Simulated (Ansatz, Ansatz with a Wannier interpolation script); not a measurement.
Planning a run of Ansatz 0.2.0 on BaTiB2O6 (R-3). The input:

```yaml
crystal:
  lattice:
    - [2.51025, 1.4492935132, 5.4614666667]
    - [-2.51025, 1.4492935132, 5.4614666667]
    - [0.0, -2.8985870265, 5.4614666667]
  atoms:
    - { symbol: Ba, position: [0.0, 0.0, 0.0] }
    - { symbol: Ti, position: [0.5, 0.5, 0.5] }
    - { symbol: B, position: [0.7658, 0.7658, 0.7658] }
    - { symbol: B, position: [0.2342, 0.2342, 0.2342] }
    - { symbol: O, position: [0.0767, 0.5774, 0.6364] }
    - { symbol: O, position: [0.6364, 0.0767, 0.5774] }
    - { symbol: O, position: [0.5774, 0.6364, 0.0767] }
    - { symbol: O, position: [0.9233, 0.4226, 0.3636] }
    - { symbol: O, position: [0.3636, 0.9233, 0.4226] }
    - { symbol: O, position: [0.4226, 0.3636, 0.9233] }
kpoints:
  mp_grid: { grid: [2, 2, 2] }
hamiltonian:
  xc: lda
scf:
  occupations: { method: fixed }
gw:
  n_empty_bands: 448
  ecut_chi: 140.0
  qp_bands: [v18, c4]
  screening: { model: contour_deformation }
```

```sh
ansatz run input.yaml --threads 4 --pin off --max-ram 18432MiB --backend cpu --events-out ev --progress --plain --runs-dir out
```

Q: How long will it take on 4 threads of Arm Neoverse V1, shared host, and how much memory?

It took 65 s; on shared hardware allow 33 s to 2.2 min. Peak host memory was 1.7 GiB. The sizes that set the cost: 2353 plane waves a state, 4 irreducible k points, 480 bands summed, 437 plane waves in the screening and 7 SCF cycles.

The screening grows as filled bands × empty bands × pairs of k points, times the square of the screening basis for the matrix.

[Paths, hosts, dates, memory and timing lines, banners, echoed tables and standing remarks are left out of the program output.]

[Logs are printed without paths, hosts, clocks, repeated set-up lines and the standing remarks that a program may print on its own settings, such as how far it seeks lower states.]

[Runs of the session that timed out or met a known fault of the program may be left out.]

[Hosts, paths, dates, database ids (printed as entryN), source tags and the programs' standing remarks are cut or masked in the printed files.]
